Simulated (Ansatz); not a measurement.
## Ca (Fm-3m): phonon-mediated transition temperature

Aim: the phonon-mediated transition temperature of Ca (Fm-3m) at ambient pressure, over a range of μ*. The cell shown first is a relaxed one, from steps not shown here.

Calculated with Ansatz 0.2.0; DFT PBE, scalar-relativistic, plane waves, PAW; PAW set soft_1.

## 1. The cell after earlier relaxation steps

The structure is cubic, space group Fm-3m (No. 225). The conventional cell has a = 5.524 Å, b = 5.524 Å, c = 5.524 Å, α = 90.00°, β = 90.00°, γ = 90.00°. Nearest to Ca lie 12 Ca at 3.91 Å.

## 2. Resistivity: q 4×4×4, k 12×12×12, scattering 16×16×16

The run that gives the couplings also evaluates McMillan's and Allen and Dynes's formulas and, where asked, the Eliashberg equations, over a range of μ*.

Input file input.yaml:

```yaml
crystal:
  lattice:
    - [0.0, 2.7620523563, 2.7620523563]
    - [2.7620523563, 0.0, 2.7620523563]
    - [2.7620523563, 2.7620523563, 0.0]
  atoms:
    - { symbol: Ca, position: [0.0, 0.0, 0.0] }
kpoints:
  mp_grid: { grid: [12, 12, 12] }
hamiltonian:
  xc: pbe
  pseudopotentials: { kind: paw, azcp: { folder: soft_1 } }
scf:
  occupations: { method: methfessel_paxton, width: 0.2 }
output:
  eigenvalues: true
phonons:
  method: dfpt
  qmesh: [4, 4, 4]
  temperatures: { t_max: 1000, t_step: 50 }
  qpath:
    path:
      - [[0.0, 0.0, 0.0], [0.5, 0.0, 0.5], [0.625, 0.25, 0.625]]
      - [[0.375, 0.375, 0.75], [0.0, 0.0, 0.0], [0.5, 0.5, 0.5], [0.5, 0.25, 0.75], [0.5, 0.0, 0.5]]
    npoints: 6
  electrical_resistivity:
    mesh: [16, 16, 16]
    temperatures: [20.0, 50.0, 80.0, 100.0, 150.0, 200.0, 273.0, 300.0, 400.0, 500.0, 600.0, 800.0]
  superconductivity: { mesh: [16, 16, 16] }
```

Command:

```console
ansatz run input.yaml --threads 16 --pin off --max-ram 92160MiB --backend cuda --events-out ev --progress --plain --runs-dir out --max-vram 78GiB
```

Numbers of over 12 decimals in the logs are rounded to 6 here.

The log of the run:

```text
Engine: ansatz 0.2.0, aarch64-unknown-linux-gnu
Pseudopotentials: kind: paw
Pseudopotential: Ca, paw, valence charge 10, recommended cutoff 420 eV (normal), soft_1/Ca.paw.azcp
Functional definition: PBE
  parameter kappa = 0.804
  parameter beta = 0.066725
  exchange = pbe_x(kappa = kappa, mu = beta*pi^2/3)
  correlation = pbe_c(beta = beta)
[...]
Crystal: 1 atoms, lattice volume = 42.143 Å³
Basis set: ecut = 420 eV, 869 PW (Γ), exchange–correlation on 54×54×54 points (8 copies of the dense FFT grid, shifted against one another)
Bands: 9, of which v1, the nominal top of the filled ones, is band 5 counted from 1 (4 counted from 0)
Symmetry: 48 space group operations
k-points: 72 of 1728
Non-local potential: Ca, projectors of the file, l = 0: 3, l = 1: 2, l = 2: 2
PAW form: soft (Blöchl's): semilocal exchange-correlation on the pseudo side does not see the compensation charge
PAW one-centre angular grid: Ca, 110 points (default); XC on 64 Gauss nodes
Initial density: superposition of atomic densities (chi_scale 0.1, normalization cell)
Initial wavefunctions: pseudopotential atomic-orbital guess
[...]
Functional: x = pbe(κ = 0.804, μ = 0.219515), c = pbe(β = 0.066725)
SCF iter   1: F=—  HF=-1816.857339 eV  |F-HF|=—  |Δ(HF+E_count)|=         —  Δρ=7.15e-3  dr2=1.91e-2  ethr=3.10e-3  ⟨swp⟩=4.8  Hψ=4998  notcnv=0
preconditioner: auto → none  [metal: Δε(μ)=0.027 eV  Ē_g=3.499 eV  σ=0.200 eV  W_gap=0.11  n_scr=8 (ndim 8)  ℏωp=8.1 eV  f_vac=0.000  D(μ)=1.56/eV (n_scr^D=14)  sad-step TF]
SCF iter   2: F=—  HF=-1816.858773 eV  |F-HF|=—  |Δ(HF+E_count)|=   1.43e-3  S|Δr|=    0.00e0  Δρ=4.52e-3  dr2=8.41e-3  ethr=1.91e-4  ⟨swp⟩=1.0  Hψ=1225  notcnv=0
[...]
SCF iter   7: F=-1816.861480 eV  HF=-1816.861480 eV  |F-HF|=0.00e0  |Δ(HF+E_count)|=  1.58e-10  S|Δr|=    0.00e0  Δρ=8.64e-8  dr2=9.17e-13  ethr=1.00e-12  ⟨swp⟩=5.7  Hψ=2732  notcnv=0
SCF 1 converged in 7 iterations: F = -1816.861480 eV  dr2 = 9.17e-13
  greatest PAW one-centre occupation: 0.996 electrons in one spin orbital (limit 2), on the Ca atom at site 0 (counted from 0), in its partial waves of l = 0
[...]
NSCF: frozen V_eff on 72 k-points, pencils in batches of 32, up to order 36
[...]
NSCF: frozen V_eff on 72 k-points
[...]
DFPT response loops at q = (0, 0, 0) (fractional): preconditioner auto → Kerker (q_TF=auto, 2.147 Å⁻¹) (partly filled bands, converged f_vac=0.000); β = 1.00, the filter's whole step (`scf.mixing.beta` (0.50) is not read by the response loops under this deck's `scf.mixing.preconditioner`; to damp them name `kerker` or `kerker_dos`, under which they read `scf.mixing.beta`, and type it under 1.00, their step now; both keys bind the ground state too); Anderson in place of MSR1; while a model of the screening serves, it and β = 1 on shorter waves in the place of filter and β
[...]
NSCF: frozen V_eff on 72 k-points
[...]
DFPT response loops at q = (0, 0, 0.25) (fractional): mixed as the last ones told, above
[...]
DFPT response loops at q = (0, 0, -0.5) (fractional): mixed as the last ones told, above
[...]
DFPT response loops at q = (0, 0.25, 0.25) (fractional): mixed as the last ones told, above
[...]
DFPT response loops at q = (0, 0.25, -0.5) (fractional): mixed as the last ones told, above
[...]
DFPT response loops at q = (0, 0.25, -0.25) (fractional): mixed as the last ones told, above
[...]
DFPT response loops at q = (0, -0.5, -0.5) (fractional): mixed as the last ones told, above
[...]
DFPT response loops at q = (0.25, -0.5, -0.25) (fractional): mixed as the last ones told, above
[...]
SCF iter   1: F=—  HF=-1816.857339 eV  |F-HF|=—  |Δ(HF+E_count)|=         —  Δρ=7.15e-3  dr2=1.91e-2  ethr=3.10e-3  ⟨swp⟩=4.8  Hψ=4998  notcnv=0
SCF iter   2: F=—  HF=-1816.858773 eV  |F-HF|=—  |Δ(HF+E_count)|=   1.43e-3  S|Δr|=    0.00e0  Δρ=4.52e-3  dr2=8.41e-3  ethr=1.91e-4  ⟨swp⟩=1.0  Hψ=1225  notcnv=0
SCF iter   3: F=—  HF=-1816.861524 eV  |F-HF|=—  |Δ(HF+E_count)|=   2.75e-3  S|Δr|=    0.00e0  Δρ=7.26e-4  dr2=2.66e-4  ethr=8.41e-5  ⟨swp⟩=1.1  Hψ=660  notcnv=0
SCF iter   4: F=—  HF=-1816.861489 eV  |F-HF|=—  |Δ(HF+E_count)|=   3.46e-5  S|Δr|=    0.00e0  Δρ=9.35e-5  dr2=2.19e-6  ethr=2.66e-6  ⟨swp⟩=2.0  Hψ=998  notcnv=0
[...]
SCF 2 converged in 7 iterations: F = -1816.861480 eV  dr2 = 9.22e-13
[...]
SCF converged after 7 iterations
[...]
mean free path at 50 K (of a tensor a third of its trace): 256 nm by what each carries, 203 by the Fermi surface alone
  Hall coefficient in a weak field at 50 K (a third of the trace): -2.691e-10 m³/C (as a tensor it moves by 30.4 % between the two finest meshes); by each state's relaxation time: -3.123e-10 m³/C; by a constant relaxation time: -3.914e-10 m³/C
  mean free path at 80 K (of a tensor a third of its trace): 98.7 nm by what each carries, 83.7 by the Fermi surface alone
  Hall coefficient in a weak field at 80 K (a third of the trace): -3.243e-10 m³/C (as a tensor it moves by 35.6 % between the two finest meshes); by each state's relaxation time: -3.570e-10 m³/C; by a constant relaxation time: -3.774e-10 m³/C
  mean free path at 100 K (of a tensor a third of its trace): 69.5 nm by what each carries, 60.0 by the Fermi surface alone
  Hall coefficient in a weak field at 100 K (a third of the trace): -3.273e-10 m³/C (as a tensor it moves by 34.6 % between the two finest meshes); by each state's relaxation time: -3.572e-10 m³/C; by a constant relaxation time: -3.629e-10 m³/C
  mean free path at 150 K (of a tensor a third of its trace): 40.8 nm by what each carries, 35.8 by the Fermi surface alone
  Hall coefficient in a weak field at 150 K (a third of the trace): -3.055e-10 m³/C (as a tensor it moves by 28.2 % between the two finest meshes); by each state's relaxation time: -3.307e-10 m³/C; by a constant relaxation time: -3.249e-10 m³/C
  mean free path at 200 K (of a tensor a third of its trace): 29.3 nm by what each carries, 25.8 by the Fermi surface alone
  Hall coefficient in a weak field at 200 K (a third of the trace): -2.792e-10 m³/C (as a tensor it moves by 20.4 % between the two finest meshes); by each state's relaxation time: -3.013e-10 m³/C; by a constant relaxation time: -2.932e-10 m³/C
  mean free path at 273 K (of a tensor a third of its trace): 21.0 nm by what each carries, 18.4 by the Fermi surface alone
  Hall coefficient in a weak field at 273 K (a third of the trace): -2.500e-10 m³/C (as a tensor it moves by 10.3 % between the two finest meshes); by each state's relaxation time: -2.695e-10 m³/C; by a constant relaxation time: -2.609e-10 m³/C
  mean free path at 300 K (of a tensor a third of its trace): 19.1 nm by what each carries, 16.7 by the Fermi surface alone
  Hall coefficient in a weak field at 300 K (a third of the trace): -2.415e-10 m³/C (as a tensor it moves by 7.0 % between the two finest meshes); by each state's relaxation time: -2.606e-10 m³/C; by a constant relaxation time: -2.521e-10 m³/C
  mean free path at 400 K (of a tensor a third of its trace): 14.6 nm by what each carries, 12.5 by the Fermi surface alone
  Hall coefficient in a weak field at 400 K (a third of the trace): -2.161e-10 m³/C (as a tensor it moves by 2.5 % between the two finest meshes); by each state's relaxation time: -2.348e-10 m³/C; by a constant relaxation time: -2.295e-10 m³/C
  mean free path at 500 K (of a tensor a third of its trace): 12.3 nm by what each carries, 10.1 by the Fermi surface alone
  Hall coefficient in a weak field at 500 K (a third of the trace): -1.947e-10 m³/C (as a tensor it moves by 9.8 % between the two finest meshes); by each state's relaxation time: -2.142e-10 m³/C; by a constant relaxation time: -2.160e-10 m³/C
  mean free path at 600 K (of a tensor a third of its trace): 10.9 nm by what each carries, 8.59 by the Fermi surface alone
  Hall coefficient in a weak field at 600 K (a third of the trace): -1.743e-10 m³/C (as a tensor it moves by 15.2 % between the two finest meshes); by each state's relaxation time: -1.950e-10 m³/C; by a constant relaxation time: -2.071e-10 m³/C
  mean free path at 800 K (of a tensor a third of its trace): 9.31 nm by what each carries, 6.77 by the Fermi surface alone
  Hall coefficient in a weak field at 800 K (a third of the trace): -1.377e-10 m³/C (as a tensor it moves by 26.9 % between the two finest meshes); by each state's relaxation time: -1.593e-10 m³/C; by a constant relaxation time: -1.951e-10 m³/C
  the resistivity times a path that all electrons share, by the Fermi surface of the deck's mesh alone (a third of the trace): 1.378e-15 Ω·m²
  not converged in the mesh (λ; λ_tr; the resistivity at 20 K by 16.16 %; the resistivity at 50 K by 6.54 %; the resistivity at 80 K by 3.62 %; the resistivity at 100 K by 2.83 %; the resistivity at 150 K by 2.25 %; the resistivity at 200 K by 2.34 %; the resistivity at 273 K by 2.72 %; the resistivity at 300 K by 2.83 %; the resistivity at 400 K by 2.95 %; the resistivity at 500 K by 2.49 %): between neighbouring me [...]
  vibrations of 64 cells: unjudged by the run; compare a larger repeat
  the changes of the potential over all sites missed a rigid shift's by 0.00 % (the site terms' by 0.00 %)
  at the force constants' own smearing the fine mesh and the k-points of their solves give squared frequencies that differ by 1.7 % of the larger at the most, at (0, 0, 0.25)
--- Superconductivity: potentials and phonons of a 4×4×4 supercell ---
           mesh         λ    ħω_log (meV)  μ* declared at (meV)
       16×16×16    0.1252          11.415               13.912
          8×8×8    0.0995          11.939               14.093
          4×4×4    0.0660          11.717               13.161
  λ by the species' shares of the modes' patterns: Ca 0.1252
  with the Fermi level up to 20.5 meV (the hardest mode) off, states and modes as they are: density of states 0.6683 to 0.7018 /eV of one spin and cell, λ 0.1231 to 0.1269
  transition temperature on the deck's mesh (K), isotropic and anisotropic, restricted to the Fermi surface (FSR) and over the full bandwidth (FBW), and the last with the density of states resolved in a narrower window:
        μ*   McMillan   Allen–Dynes      iso. FSR      iso. FBW    aniso. FSR    aniso. FBW  narrow window
      0.08      0.000         0.000    none_found    none_found    none_found    none_found     none_found
      0.10      0.000         0.000    none_found    none_found    none_found    none_found     none_found
      0.12          -             -    none_found    none_found    none_found    none_found     none_found
      0.13          -             -    none_found    none_found    none_found    none_found     none_found
      0.14          -             -    none_found    none_found    none_found    none_found     none_found
      0.16          -             -    none_found    none_found    none_found    none_found     none_found
      0.20          -             -    none_found    none_found    none_found    none_found     none_found
  none_found: no transition down to 0.1 K
  isotope coefficients −∂ln Tc/∂ln M under μ* = 0.13, the force constants as they are, of the isotropic transitions restricted to the Fermi surface and over the full bandwidth: Ca - and -
  not converged in the mesh (λ): between neighbouring meshes, the two finest first, λ moves by 20.56 % and 33.59 % and the anisotropic transition temperature over the full bandwidth at μ* = 0.13 by nothing (neither mesh has one) and nothing (neither mesh has one); converged means that the two finest part by at most 2.00 % and 5.00 %
  vibrations of 64 cells: unjudged by the run; compare a larger repeat
  the changes of the potential over all sites missed a rigid shift's by 0.00 % (the site terms' by 0.00 %)
  at the force constants' own smearing the fine mesh and the k-points of their solves give squared frequencies that differ by 1.7 % of the larger at the most, at (0, 0, 0.25)
```

Wall time 17 s (1 × NVIDIA GB200 with 16 threads of Arm Neoverse V2, shared host); peak memory 2.8 GiB; 1.8 min of CPU time.

Numbers from this step:

| Quantity | Value |
| --- | --- |
| volume per atom | 42.14 Å³/atom |
| metallic on mesh | yes |
| gap on the k-mesh | 0 eV |
| zero point energy | 0.02074 eV/cell |
| share of imaginary modes in the plain interpolation between solved wavevectors | 0 |
| highest frequency, solved or plainly interpolated | 164.9 cm⁻¹ |
| Debye temperature (second moment) | 215 K |
| resistivity at 300 K | 8.245 μΩ cm |
| coupling constant λ | 0.1252 |
| density of states at the Fermi level | 0.6873 states/eV a spin and cell |
| log mean phonon energy ħω_log | 11.42 meV |
| transport coupling constant λ_tr | 0.124, 0.124, 0.124 (xx, yy, zz) |
| Drude plasma energy | 4.102, 4.102, 4.102 eV (xx, yy, zz) |
| resistivity times mean free path | 13.78, 13.78, 13.78 × 10⁻¹⁶ Ω m² (xx, yy, zz) |
| second-moment phonon energy ħω₂ | 13.91 meV |
| coupling λ by branch | 0.0382, 0.022, 0.065 (branches by rank of frequency) |

An empty cell: under 1 mK by a formula, or no transition down to the floor of the Eliashberg search. Transition temperatures:

```tsv
μ*	McMillan Tc (K)	Allen–Dynes Tc (K)
0.08	-	-
0.1	-	-
0.12	-	-
0.13	-	-
0.14	-	-
0.16	-	-
0.2	-	-
```

## 3. Electron–phonon run: q 4×4×4, k 16×16×16, scattering 24×24×24

The next rung changes the k mesh of the density and its response; the scattering mesh, which samples the Fermi surface.

Edit input.yaml of step 2 so:

```diff
@@ -8,3 +8,3 @@
 kpoints:
-  mp_grid: { grid: [12, 12, 12] }
+  mp_grid: { grid: [16, 16, 16] }
 hamiltonian:
@@ -26,4 +26,4 @@
   electrical_resistivity:
-    mesh: [16, 16, 16]
+    mesh: [24, 24, 24]
     temperatures: [20.0, 50.0, 80.0, 100.0, 150.0, 200.0, 273.0, 300.0, 400.0, 500.0, 600.0, 800.0]
-  superconductivity: { mesh: [16, 16, 16] }
+  superconductivity: { mesh: [24, 24, 24] }
```

The log of the run:

```text
[...]
Crystal: 1 atoms, lattice volume = 42.143 Å³
Basis set: ecut = 420 eV, 869 PW (Γ), exchange–correlation on 54×54×54 points (8 copies of the dense FFT grid, shifted against one another)
Bands: 9, of which v1, the nominal top of the filled ones, is band 5 counted from 1 (4 counted from 0)
Symmetry: 48 space group operations
k-points: 145 of 4096
[...]
SCF iter   1: F=—  HF=-1816.858314 eV  |F-HF|=—  |Δ(HF+E_count)|=         —  Δρ=7.19e-3  dr2=1.95e-2  ethr=3.10e-3  ⟨swp⟩=4.9  Hψ=10118  notcnv=0
[...]
SCF iter   2: F=—  HF=-1816.859702 eV  |F-HF|=—  |Δ(HF+E_count)|=   1.39e-3  S|Δr|=    0.00e0  Δρ=4.55e-3  dr2=8.67e-3  ethr=1.95e-4  ⟨swp⟩=1.0  Hψ=2467  notcnv=0
[...]
SCF iter   7: F=-1816.862403 eV  HF=-1816.862403 eV  |F-HF|=2.27e-13  |Δ(HF+E_count)|=  1.68e-10  S|Δr|=    0.00e0  Δρ=8.86e-8  dr2=9.87e-13  ethr=1.00e-12  ⟨swp⟩=5.7  Hψ=5604  notcnv=0
SCF 1 converged in 7 iterations: F = -1816.862403 eV  dr2 = 9.87e-13
[...]
NSCF: frozen V_eff on 145 k-points, pencils in batches of 32, up to order 36
[...]
NSCF: frozen V_eff on 145 k-points
[...]
SCF iter   1: F=—  HF=-1816.858314 eV  |F-HF|=—  |Δ(HF+E_count)|=         —  Δρ=7.19e-3  dr2=1.95e-2  ethr=3.10e-3  ⟨swp⟩=4.9  Hψ=10118  notcnv=0
[...]
SCF iter   4: F=—  HF=-1816.862410 eV  |F-HF|=—  |Δ(HF+E_count)|=   4.12e-5  S|Δr|=    0.00e0  Δρ=9.61e-5  dr2=2.31e-6  ethr=2.76e-6  ⟨swp⟩=2.0  Hψ=2013  notcnv=0
[...]
SCF 2 converged in 7 iterations: F = -1816.862403 eV  dr2 = 9.87e-13
[...]
SCF converged after 7 iterations
[...]
vibrations of 64 cells: unjudged by the run; compare a larger repeat
[...]
--- Superconductivity: potentials and phonons of a 4×4×4 supercell ---
           mesh         λ    ħω_log (meV)  μ* declared at (meV)
       24×24×24    0.1440          11.793               14.167
       12×12×12    0.1377          11.967               14.174
          6×6×6    0.1221          13.003               14.538
  λ by the species' shares of the modes' patterns: Ca 0.1440
[...]
0.08      0.000         0.000    none_found    none_found    none_found    none_found     none_found
      0.10      0.000         0.000    none_found    none_found    none_found    none_found     none_found
      0.12      0.000         0.000    none_found    none_found    none_found    none_found     none_found
      0.13      0.000         0.000    none_found    none_found    none_found    none_found     none_found
      0.14          -             -    none_found    none_found    none_found    none_found     none_found
      0.16          -             -    none_found    none_found    none_found    none_found     none_found
      0.20          -             -    none_found    none_found    none_found    none_found     none_found
  none_found: no transition down to 0.1 K
[...]
vibrations of 64 cells: unjudged by the run; compare a larger repeat
[...]
```

Elapsed: 27 s, on 1 × NVIDIA GB200 with 16 threads; peak memory 2.8 GiB; 3.8 min of CPU time.

This step gave:

| Quantity | Value |
| --- | --- |
| zero point energy | 0.02075 eV/cell |
| highest frequency, solved or plainly interpolated | 165 cm⁻¹ |
| resistivity at 300 K | 8.601 μΩ cm |
| coupling constant λ | 0.144 |
| density of states at the Fermi level | 0.7922 states/eV a spin and cell |
| log mean phonon energy ħω_log | 11.79 meV |
| transport coupling constant λ_tr | 0.1399, 0.1399, 0.1399 (xx, yy, zz) |
| Drude plasma energy | 4.211, 4.211, 4.211 eV (xx, yy, zz) |
| resistivity times mean free path | 12.6, 12.6, 12.6 × 10⁻¹⁶ Ω m² (xx, yy, zz) |
| second-moment phonon energy ħω₂ | 14.17 meV |
| coupling λ by branch | 0.0395, 0.0232, 0.0814 (branches by rank of frequency) |

An empty cell: under 1 mK by a formula, or no transition down to the floor of the Eliashberg search. Transition temperatures:

```tsv
μ*	McMillan Tc (K)	Allen–Dynes Tc (K)
0.08	-	-
0.1	-	-
0.12	-	-
0.13	-	-
0.14	-	-
0.16	-	-
0.2	-	-
```

For the log mean phonon energy ħω_log, step 2 gave 11.4 meV; this run, with k-mesh 16×16×16 and scattering mesh 24×24×24, gives 11.8 meV (+3 %).

(Part 1 of 2 ends here.)

[Logs are printed without paths, hosts, clocks, repeated set-up lines and the standing remarks that a program may print on its own settings, such as how far it seeks lower states.]

[Hosts, paths, dates, database ids (printed as entryN), source tags and the programs' standing remarks are cut or masked in the printed files.]
